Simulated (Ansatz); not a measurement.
# K on Au(111): change of the work function

How does K on the fcc site change the work function of Au(111) as the layer fills?

Program: Ansatz 0.2.0. Level of theory: plane-wave DFT, PBE, Ansatz PAW. Values are calculated unless marked as measured.

## 1. The system as given

The cell holds 4 atoms: 4 Au. Its edges and angles: a = 2.885 Å, b = 2.885 Å, c = 25.067 Å, α = 90.0°, β = 90.0°, γ = 60.0°. Vacuum lies along c.

## 2. The clean slab

The bare slab comes first, as the zero from which every change is counted. The two lowest layers are held at bulk places and the upper ones relax. The dipole correction removes the false field that a one-sided slab makes across the periodic vacuum, so each face gets a flat vacuum level of its own.

The input, input.yaml:

```yaml
crystal:
  lattice:
    - [2.8849956672, 0.0, 0.0]
    - [1.4424978336, 2.4984795376, 0.0]
    - [0.0, 0.0, 25.0667672949]
  atoms:
    - { symbol: Au, position: [0.0, 0.0, 0.3590411118] }
    - { symbol: Au, position: [0.3333333333, 0.3333333333, 0.4530137039] }
    - { symbol: Au, position: [0.6666666667, 0.6666666667, 0.5469862961] }
    - { symbol: Au, position: [0.0, 0.0, 0.6409588882] }
kpoints:
  mp_grid: { grid: [12, 12, 1] }
hamiltonian:
  xc: pbe
scf:
  occupations: { method: fermi_dirac, width: 0.1 }
  convergence: { dr2_threshold: 1.0e-08 }
efield:
  axis: 3
  dipole_correction: true
  ramp_position: 0.97
  ramp_width: 0.06
relax:
  f_tol: 0.02
  max_steps: 60
  constraints: [{ sites: [0, 1] }]
output:
  write_potential: true
  write_density: true
  volumetric_format: npy
```

On the command line:

```bash
$ ansatz run input.yaml --threads 4 --pin off --max-ram 16384MiB --backend cpu --events-out ev --progress --plain --runs-dir out
```

Output:

```text
Engine: ansatz 0.2.0, aarch64-unknown-linux-gnu
Pseudopotentials: kind: paw
Pseudopotential: Au, paw, valence charge 19, recommended cutoff 420 eV (normal), Au.paw.azcp
Functional definition: PBE
  parameter kappa = 0.804
  parameter beta = 0.066725
  exchange = pbe_x(kappa = kappa, mu = beta*pi^2/3)
  correlation = pbe_c(beta = beta)
Crystal: 4 atoms, lattice volume = 180.684 Å³
Basis set: ecut = 420 eV, 3551 PW (Γ), exchange–correlation on 40×40×360 points (8 copies of the dense FFT grid, shifted against one another)
Bands: 46, of which v1, the nominal top of the filled ones, is band 38 counted from 1 (37 counted from 0)
Symmetry: 6 space group operations
k-points: 19 of 144 (time reversal used)
Non-local potential: Au, projectors of the file, l = 0: 3, l = 1: 2, l = 2: 2, l = 3: 1
PAW form: soft (Blöchl's): semilocal exchange-correlation on the pseudo side does not see the compensation charge
PAW one-centre angular grid: Au, 590 points (default); XC on 64 Gauss nodes
Initial density: superposition of atomic densities (neutral atoms: chi_scale 0, normalization atom), corrected by the library's trained network
Initial wavefunctions: pseudopotential atomic-orbital guess
Functional: x = pbe(κ = 0.804, μ = 0.219515), c = pbe(β = 0.066725)
SCF iter   1: F=—  HF=-52596.643584 eV  |F-HF|=—  |Δ(HF+E_count)|=         —  Δρ=2.65e-3  dr2=1.90e-1  ethr=1.77e-3  p=0.000 e·Å  D=2.37e-14 V/Å  ΔV_dip=-0.00 eV  dr2_dipole=3.35e-8  V_vac-E_F(+/−)=4.66/4.66 eV  ⟨swp⟩=8.5  Hψ=3805  notcnv=0  defer=13
efield: sawtooth ramp at fractional position 0.9700 (set: `efield.ramp_position`, or a place that a band, a saddle search or an elastic batch's reference lends), width 0.0600; the density the first Hamiltonian is built on has a dipole p = 0.000 e·Å; the dipole correction subtracts the counter field D = 2.37e-14 V/Å, which shifts the + side's vacuum level by -0.00 eV against the − side's; the planar-averaged density in the ramp window peaks in size at 8.1e-6 e/Å³
preconditioner: auto → LDOS  [metal: Δε(μ)=0.172 eV  Ē_g=9.110 eV  σ=0.100 eV  W_gap=0.38  n_scr=18 (ndim 8)  ℏωp=18.3 eV  f_vac=0.579  D(μ)=1.84/eV (n_scr^D=10)  β→1.0]
SCF iter   2: F=—  HF=-52596.644385 eV  |F-HF|=—  |Δ(HF+E_count)|=   8.01e-4  Δρ=2.54e-3  dr2=2.99e-2  ethr=2.50e-4  p=-0.000 e·Å  D=-4.26e-5 V/Å  ΔV_dip=0.00 eV  dr2_dipole=1.06e-8  V_vac-E_F(+/−)=5.15/5.15 eV  ⟨swp⟩=2.2  Hψ=1469  notcnv=0  defer=30
SCF iter   3: F=—  HF=-52596.638968 eV  |F-HF|=—  |Δ(HF+E_count)|=   5.42e-3  Δρ=5.04e-4  dr2=1.80e-3  ethr=3.94e-5  p=-0.000 e·Å  D=-1.46e-5 V/Å  ΔV_dip=0.00 eV  dr2_dipole=1.40e-8  V_vac-E_F(+/−)=5.06/5.05 eV  ⟨swp⟩=2.0  Hψ=1309  notcnv=0  defer=30
SCF iter   4: F=—  HF=-52596.638909 eV  |F-HF|=—  |Δ(HF+E_count)|=   5.84e-5  Δρ=2.39e-4  dr2=4.64e-4  ethr=2.37e-6  p=-0.000 e·Å  D=-5.95e-6 V/Å  ΔV_dip=0.00 eV  dr2_dipole=7.80e-11  V_vac-E_F(+/−)=5.08/5.08 eV  ⟨swp⟩=2.3  Hψ=1444  notcnv=0  defer=30
SCF iter   5: F=—  HF=-52596.638839 eV  |F-HF|=—  |Δ(HF+E_count)|=   7.03e-5  Δρ=6.27e-5  dr2=1.28e-5  ethr=6.10e-7  p=-0.000 e·Å  D=-2.82e-6 V/Å  ΔV_dip=0.00 eV  dr2_dipole=2.92e-11  V_vac-E_F(+/−)=5.09/5.09 eV  ⟨swp⟩=2.1  Hψ=1264  notcnv=0  defer=30
SCF iter   6: F=—  HF=-52596.638844 eV  |F-HF|=—  |Δ(HF+E_count)|=   5.10e-6  Δρ=1.93e-5  dr2=5.64e-7  ethr=1.69e-8  p=-0.000 e·Å  D=-1.44e-6 V/Å  ΔV_dip=0.00 eV  dr2_dipole=5.84e-11  V_vac-E_F(+/−)=5.09/5.09 eV  ⟨swp⟩=3.1  Hψ=1625  notcnv=0  defer=30
SCF iter   7: F=—  HF=-52596.638889 eV  |F-HF|=—  |Δ(HF+E_count)|=   4.47e-5  Δρ=6.30e-6  dr2=5.34e-8  ethr=7.43e-10  p=-0.000 e·Å  D=-6.30e-7 V/Å  ΔV_dip=0.00 eV  dr2_dipole=1.48e-11  V_vac-E_F(+/−)=5.09/5.09 eV  ⟨swp⟩=2.1  Hψ=1289  notcnv=0  defer=30
SCF iter   8: F=-52596.638889 eV  HF=-52596.638889 eV  |F-HF|=8.84e-9  |Δ(HF+E_count)|=   2.57e-7  Δρ=1.33e-6  dr2=2.77e-9  ethr=1.32e-11  p=-0.000 e·Å  D=-8.92e-8 V/Å  ΔV_dip=0.00 eV  dr2_dipole=6.00e-13  V_vac-E_F(+/−)=5.09/5.09 eV  ⟨swp⟩=10.5  Hψ=6252  notcnv=0
SCF 1 converged in 8 iterations: F = -52596.638889 eV  dr2 = 2.77e-9
  greatest PAW one-centre occupation: 1.000 electrons in one spin orbital (limit 2), on the Au atom at site 0 (counted from 0), in its partial waves of l = 0
relax step   1: F+E_penalty+E_count = -52596.63888925 eV  Δ(F+E_penalty+E_count) = +0.000e0 eV  max|allowed force component| = 4.529e-1 eV/Å  Δτ_max = 0.0000 Å  (8 SCF iters, accepted)
Initial density: handed on by an earlier stage of this run
Initial wavefunctions: those handed on with the density
iter 1 solved again at ethr=6.60e-5 eV; its pass at ethr=3.10e-3 eV (dr2=5.02e-2 eV) is discarded
SCF iter   1: F=—  HF=-52596.690389 eV  |F-HF|=—  |Δ(HF+E_count)|=         —  Δρ=5.26e-3  dr2=5.37e-2  ethr=6.60e-5  p=0.000 e·Å  D=2.11e-6 V/Å  ΔV_dip=-0.00 eV  dr2_dipole=6.16e-4  V_vac-E_F(+/−)=5.11/5.11 eV  ⟨swp⟩=2.0  Hψ=3735  notcnv=0  defer=19
efield: sawtooth ramp at fractional position 0.9700 (set: `efield.ramp_position`, or a place that a band, a saddle search or an elastic batch's reference lends), width 0.0600; the density the first Hamiltonian is built on has a dipole p = 0.000 e·Å; the dipole correction subtracts the counter field D = 2.11e-6 V/Å, which shifts the + side's vacuum level by -0.00 eV against the − side's; the planar-averaged density in the ramp window peaks in size at 1.2e-5 e/Å³
preconditioner: auto → LDOS  [metal: Δε(μ)=0.042 eV  Ē_g=9.104 eV  σ=0.100 eV  W_gap=0.10  n_scr=18 (ndim 8)  ℏωp=18.3 eV  f_vac=0.572  D(μ)=2.06/eV (n_scr^D=10)  β→1.0]
SCF iter   2: F=—  HF=-52596.694778 eV  |F-HF|=—  |Δ(HF+E_count)|=   4.39e-3  Δρ=3.93e-3  dr2=9.20e-2  ethr=6.60e-5  p=0.004 e·Å  D=3.99e-3 V/Å  ΔV_dip=-0.10 eV  dr2_dipole=1.25e-2  V_vac-E_F(+/−)=4.99/5.09 eV  ⟨swp⟩=2.4  Hψ=1486  notcnv=0  defer=19
SCF iter   3: F=—  HF=-52596.676926 eV  |F-HF|=—  |Δ(HF+E_count)|=   1.79e-2  Δρ=6.43e-4  dr2=3.08e-3  ethr=6.60e-5  p=-0.002 e·Å  D=-1.74e-3 V/Å  ΔV_dip=0.04 eV  dr2_dipole=9.43e-4  V_vac-E_F(+/−)=5.14/5.10 eV  ⟨swp⟩=2.1  Hψ=1442  notcnv=0  defer=19
SCF iter   4: F=—  HF=-52596.676902 eV  |F-HF|=—  |Δ(HF+E_count)|=   2.43e-5  Δρ=3.74e-4  dr2=7.20e-4  ethr=4.05e-6  p=-0.002 e·Å  D=-2.42e-3 V/Å  ΔV_dip=0.06 eV  dr2_dipole=5.96e-5  V_vac-E_F(+/−)=5.15/5.09 eV  ⟨swp⟩=2.1  Hψ=1311  notcnv=0  defer=22
SCF iter   5: F=—  HF=-52596.676753 eV  |F-HF|=—  |Δ(HF+E_count)|=   1.49e-4  Δρ=7.00e-5  dr2=3.56e-5  ethr=9.47e-7  p=-0.003 e·Å  D=-3.00e-3 V/Å  ΔV_dip=0.08 eV  dr2_dipole=5.36e-6  V_vac-E_F(+/−)=5.17/5.09 eV  ⟨swp⟩=2.1  Hψ=1300  notcnv=0  defer=22
[...]
efield: sawtooth ramp at fractional position 0.9700 (set: `efield.ramp_position`, or a place that a band, a saddle search or an elastic batch's reference lends), width 0.0600; the density the first Hamiltonian is built on has a dipole p = -0.003 e·Å; the dipole correction subtracts the counter field D = -2.99e-3 V/Å, which shifts the + side's vacuum level by +0.08 eV against the − side's; the planar-averaged density in the ramp window peaks in size at 1.1e-5 e/Å³
preconditioner: auto → LDOS  [metal: Δε(μ)=0.030 eV  Ē_g=9.090 eV  σ=0.100 eV  W_gap=0.07  n_scr=18 (ndim 8)  ℏωp=18.3 eV  f_vac=0.571  D(μ)=2.08/eV (n_scr^D=10)  β→1.0]
SCF iter   2: F=—  HF=-52596.680183 eV  |F-HF|=—  |Δ(HF+E_count)|=   3.19e-5  Δρ=1.03e-3  dr2=4.91e-3  ethr=7.51e-6  p=-0.001 e·Å  D=-1.07e-3 V/Å  ΔV_dip=0.03 eV  dr2_dipole=1.07e-3  V_vac-E_F(+/−)=5.12/5.09 eV  ⟨swp⟩=2.3  Hψ=1669  notcnv=0  defer=32
SCF iter   3: F=—  HF=-52596.679185 eV  |F-HF|=—  |Δ(HF+E_count)|=   9.98e-4  Δρ=1.75e-4  dr2=8.20e-5  ethr=6.46e-6  p=-0.003 e·Å  D=-2.60e-3 V/Å  ΔV_dip=0.07 eV  dr2_dipole=9.63e-6  V_vac-E_F(+/−)=5.16/5.09 eV  ⟨swp⟩=2.0  Hψ=1319  notcnv=0  defer=32
SCF iter   4: F=—  HF=-52596.679167 eV  |F-HF|=—  |Δ(HF+E_count)|=   1.78e-5  Δρ=6.40e-5  dr2=1.93e-5  ethr=1.08e-7  p=-0.003 e·Å  D=-2.59e-3 V/Å  ΔV_dip=0.06 eV  dr2_dipole=7.14e-6  V_vac-E_F(+/−)=5.15/5.09 eV  ⟨swp⟩=3.1  Hψ=1610  notcnv=0  defer=32
SCF iter   5: F=—  HF=-52596.679194 eV  |F-HF|=—  |Δ(HF+E_count)|=   2.68e-5  Δρ=3.22e-5  dr2=5.78e-6  ethr=2.54e-8  p=-0.003 e·Å  D=-2.71e-3 V/Å  ΔV_dip=0.07 eV  dr2_dipole=1.92e-6  V_vac-E_F(+/−)=5.16/5.09 eV  ⟨swp⟩=2.3  Hψ=1097  notcnv=0  defer=32
SCF iter   6: F=—  HF=-52596.679242 eV  |F-HF|=—  |Δ(HF+E_count)|=   4.82e-5  Δρ=7.79e-6  dr2=3.31e-7  ethr=7.61e-9  p=-0.003 e·Å  D=-2.76e-3 V/Å  ΔV_dip=0.07 eV  dr2_dipole=1.31e-7  V_vac-E_F(+/−)=5.16/5.09 eV  ⟨swp⟩=2.6  Hψ=1366  notcnv=0  defer=32
SCF iter   7: F=-52596.679242 eV  HF=-52596.679242 eV  |F-HF|=2.74e-8  |Δ(HF+E_count)|=   1.23e-9  Δρ=2.02e-6  dr2=8.87e-9  ethr=1.32e-11  p=-0.003 e·Å  D=-2.78e-3 V/Å  ΔV_dip=0.07 eV  dr2_dipole=7.36e-10  V_vac-E_F(+/−)=5.16/5.09 eV  ⟨swp⟩=8.9  Hψ=6680  notcnv=0
SCF 3 converged in 7 iterations: F = -52596.679242 eV  dr2 = 8.87e-9
relax step   3: F+E_penalty+E_count = -52596.67924179 eV  Δ(F+E_penalty+E_count) = -2.442e-3 eV  max|allowed force component| = 3.338e-2 eV/Å  Δτ_max = 0.0445 Å  (7 SCF iters, accepted)
SCF iter   1: F=—  HF=-52596.679325 eV  |F-HF|=—  |Δ(HF+E_count)|=         —  Δρ=2.15e-4  dr2=1.30e-4  ethr=1.62e-6  p=-0.003 e·Å  D=-2.78e-3 V/Å  ΔV_dip=0.07 eV  dr2_dipole=2.24e-5  V_vac-E_F(+/−)=5.16/5.09 eV  ⟨swp⟩=3.0  Hψ=1833  notcnv=0  defer=33
efield: sawtooth ramp at fractional position 0.9700 (set: `efield.ramp_position`, or a place that a band, a saddle search or an elastic batch's reference lends), width 0.0600; the density the first Hamiltonian is built on has a dipole p = -0.003 e·Å; the dipole correction subtracts the counter field D = -2.78e-3 V/Å, which shifts the + side's vacuum level by +0.07 eV against the − side's; the planar-averaged density in the ramp window peaks in size at 1.2e-5 e/Å³
preconditioner: auto → LDOS  [metal: Δε(μ)=0.025 eV  Ē_g=9.092 eV  σ=0.100 eV  W_gap=0.06  n_scr=18 (ndim 8)  ℏωp=18.3 eV  f_vac=0.571  D(μ)=2.08/eV (n_scr^D=10)  β→1.0]
SCF iter   2: F=—  HF=-52596.679299 eV  |F-HF|=—  |Δ(HF+E_count)|=   2.61e-5  Δρ=1.39e-4  dr2=8.08e-5  ethr=1.71e-7  p=-0.003 e·Å  D=-3.01e-3 V/Å  ΔV_dip=0.08 eV  dr2_dipole=1.09e-5  V_vac-E_F(+/−)=5.17/5.09 eV  ⟨swp⟩=2.6  Hψ=1757  notcnv=0  defer=33
SCF iter   3: F=—  HF=-52596.679293 eV  |F-HF|=—  |Δ(HF+E_count)|=   5.89e-6  Δρ=2.59e-5  dr2=1.41e-6  ethr=1.06e-7  p=-0.003 e·Å  D=-2.83e-3 V/Å  ΔV_dip=0.07 eV  dr2_dipole=1.27e-7  V_vac-E_F(+/−)=5.16/5.09 eV  ⟨swp⟩=2.0  Hψ=1266  notcnv=0  defer=33
SCF iter   4: F=—  HF=-52596.679345 eV  |F-HF|=—  |Δ(HF+E_count)|=   5.24e-5  Δρ=7.47e-6  dr2=1.30e-7  ethr=1.86e-9  p=-0.003 e·Å  D=-2.85e-3 V/Å  ΔV_dip=0.07 eV  dr2_dipole=3.26e-9  V_vac-E_F(+/−)=5.16/5.09 eV  ⟨swp⟩=2.8  Hψ=1607  notcnv=0  defer=33
SCF iter   5: F=-52596.679345 eV  HF=-52596.679345 eV  |F-HF|=1.63e-8  |Δ(HF+E_count)|=   1.80e-9  Δρ=1.58e-6  dr2=5.83e-9  ethr=1.32e-11  p=-0.003 e·Å  D=-2.84e-3 V/Å  ΔV_dip=0.07 eV  dr2_dipole=1.44e-10  V_vac-E_F(+/−)=5.16/5.09 eV  ⟨swp⟩=8.5  Hψ=6508  notcnv=0
SCF 4 converged in 5 iterations: F = -52596.679345 eV  dr2 = 5.83e-9
relax step   4: F+E_penalty+E_count = -52596.67934504 eV  Δ(F+E_penalty+E_count) = -1.032e-4 eV  max|allowed force component| = 3.321e-4 eV/Å  Δτ_max = 0.0072 Å  (5 SCF iters, accepted)
NSCF: frozen V_eff on 19 k-points
the band table was solved once a step of the walk had ended and its energy, with any forces and stress, was formed, with the checks that follow a solve (4848 applications of the Hamiltonian). They found nothing against the state; the energy, forces and stress were not computed again (output.eigenvalues in the input reference)
WARN: The input density's exchange-correlation potential varies sharply where the density is thin. Do not read a vacuum level from v_tot or v_xc, or from such a field of the output density. On a cell that repeats whose density bears no net charge and no dipole along the vacuum's axis use v_es (v_loc + v_h of the components); under efield.dipole_correction with no amplitude use v_es + v_field, which holds any external [...]
SCF converged after 5 iterations
Free energy (F): -52596.679345 eV
Harris-Foulkes:  -52596.679345 eV  (|F-HF|=1.63e-8)
Internal energy: -52596.616976 eV  (E = F + TS)
E sigma→0 (E₀):  -52596.648161 eV
Entropy (-TS):   -0.062369 eV (-15.592 meV/atom)
Fermi energy:    4.576791 eV
Dipole field:    D = -0.002861 V/Å  (p = -0.002856 e·Å, saw-weighted, corrected)
Work function:   Φ+ = 5.1611 eV   Φ− = 5.0894 eV
Levels:          The Fermi level and band energies are counted from a zero that moves with the ramp; work functions are not
--- Per-component energies (eV) ---
  E_band       = -2028.269013
  E_kinetic    = 2417.174752
  E_local      = -123812.545826  (includes V_loc(G=0)·N_el)
  E_nonlocal   = 297.482365
  E_hartree    = 60807.441548
  E_xc         = -909.996381
  E_vxc        = -1098.008811  (∫ρ·V_xc dr)
  E_paw        = -38827.364877  (= ΣΔE_a)
  E_vpaw       = -1447.265217  (= ΣTr[D̂ρ^β])
  E_aug_tail   = 0.005791  (compensation charges beyond the density's cutoff)
  E_efield     = 0.000004  (sawtooth field / dipole correction)
  E_vefield    = 0.016680  (∫n·V_field dr)
  E_ewald      = 47431.185648
  E_smearing   = -0.062369  (= −TS)
  E_closure    = 0.000000  (closes the sum)
  Σ components = -52596.679345   (vs F -52596.679345, Δ=0.00e0)
--- Forces (eV/Å), atoms counted from 1 ---
  atom   1  Au    -0.00000000     0.00000000    -0.46100368
  atom   2  Au     0.00000000    -0.00000000     0.46099689
  atom   3  Au     0.00000000    -0.00000000    -0.00028474
  atom   4  Au     0.00000000    -0.00000000     0.00033215
  max |Σ_I F_I| component: 4.06e-5 eV/Å
--- Band table (eV; the first three rows and the last of 19) ---
  k-point 0: bands = [... 34 lower, 1.7691, 2.2535, 2.2535, 2.5120, 2.5120, 3.2454, 4.5875, 8.8871, ... 4 higher]
  k-point 1: bands = [... 34 lower, 1.7913, 1.9875, 2.2470, 2.3346, 2.5176, 3.6533, 5.1813, 8.9999, ... 4 higher]
  k-point 2: bands = [... 34 lower, 1.7371, 1.7451, 2.2250, 2.5297, 2.6213, 4.3338, 6.3960, 9.3547, ... 4 higher]
  k-point 18: bands = [... 34 lower, 2.3516, 2.3787, 7.4935, 7.5162, 7.5524, 8.1112, 9.4211, 9.4522, ... 4 higher]
--- Relaxed structure (4 steps of the walk, 4 accepted, 0 SCFs on fresh bases) ---
  F+E_penalty+E_count = -52596.67934504 eV   max|allowed force component| = 3.321e-4 eV/Å
  atoms:
    - { symbol: Au, position: [0.0, 0.0, 0.359041] }
    - { symbol: Au, position: [0.333333, 0.333333, 0.453014] }
    - { symbol: Au, position: [0.666667, 0.666667, 0.550234] }
    - { symbol: Au, position: [1.445166e-17, 0, 0.649948] }
```

Wall time 14 s (4 threads of Arm Neoverse V1, shared host); peak memory 0.51 GiB; 52 s of CPU time.

In the SCF lines HF is the Harris–Foulkes energy and dr2 the Hartree energy of the density residual, in eV; the loop may stop once dr2 is under the threshold and the program's other checks hold. Hψ counts applications of the Hamiltonian.

Step by step:

| step | energy less that of the first step (eV) | largest force component (eV/Å) |
| --- | --- | --- |
| 1 | 0.0000 | 0.4529 |
| 2 | -0.0379 | 0.1601 |
| 3 | -0.0404 | 0.0334 |
| 4 | -0.0405 | 0.0003 |

Forces are held to the 6 operations that the program found; a distortion that breaks them can't arise in this run.

The atoms that moved most (Å):

| atom | dx | dy | dz | length |
| --- | --- | --- | --- | --- |
| Au4 | 0.000 | 0.000 | 0.225 | 0.225 |
| Au3 | 0.000 | 0.000 | 0.081 | 0.081 |

The relaxed structure:

```xyz
4
Lattice="2.8850 0.0000 0.0000 1.4425 2.4985 0.0000 0.0000 0.0000 25.0668" Properties=species:S:1:pos:R:3
Au    0.0000    0.0000    9.0000
Au    1.4425    0.8328   11.3556
Au    2.8850    1.6657   13.7926
Au    0.0000    0.0000   16.2921
```

Numbers from this step:

```
energy at zero smearing        : -52596.6482 eV
work function, upper face      : 5.161 eV
work function, lower face      : 5.089 eV
dipole along the normal        : -0.002856 e·Å
step between the vacuum levels : 0.07171 eV
```

Running mean over 2.356 Å of the planar mean; the ramp of the sawtooth is left out. The electron's electrostatic potential energy less the Fermi level by z:

| z (Å) | electron's electrostatic potential energy less the Fermi level (eV) |
| --- | --- |
| 3.5 | 5.09 |
| 4.0 | 5.09 |
| 4.5 | 5.09 |
| 5.0 | 5.09 |
| 5.5 | 5.07 |
| 6.0 | 5.03 |
| 6.5 | 4.84 |
| 7.0 | 4.02 |
| 7.5 | 1.06 |
| 8.0 | -3.47 |
| 8.5 | -7.10 |
| 9.0 | -8.30 |
| 9.5 | -8.57 |
| 10.0 | -8.66 |
| 10.5 | -8.70 |
| 11.0 | -8.73 |
| 11.5 | -8.66 |
| 12.0 | -8.28 |
| 12.5 | -8.00 |
| 13.0 | -8.13 |
| 13.5 | -8.52 |
| 14.0 | -8.47 |
| 14.5 | -7.78 |
| 15.0 | -7.31 |
| 15.5 | -7.54 |
| 16.0 | -8.13 |
| 16.5 | -7.87 |
| 17.0 | -5.77 |
| 17.5 | -1.46 |
| 18.0 | 2.69 |
| 18.5 | 4.60 |
| 19.0 | 5.02 |
| 19.5 | 5.13 |
| 20.0 | 5.15 |
| 20.5 | 5.16 |
| 21.0 | 5.16 |
| 21.5 | 5.16 |
| 22.0 | 5.16 |

The relaxation took 4 steps and lowered the energy by 0.040 eV; the largest force on the free atoms ends at 3.3e-4 eV/Å.

The work function of the upper face is 5.16 eV.

[end of part 1 of 3]

[Long decimals in the printed logs are rounded to 6 places.]

[Logs are printed without paths, hosts, clocks, repeated set-up lines and the standing remarks that a program may print on its own settings, such as how far it seeks lower states.]

[Hosts, paths, dates, database ids (printed as entryN), source tags and the programs' standing remarks are cut or masked in the printed files.]

[Maps of the electrostatic potential energy from Ansatz leave out the sawtooth potential of an applied field or a dipole correction, so their vacuum need not be flat; planar profiles and work functions include it.]
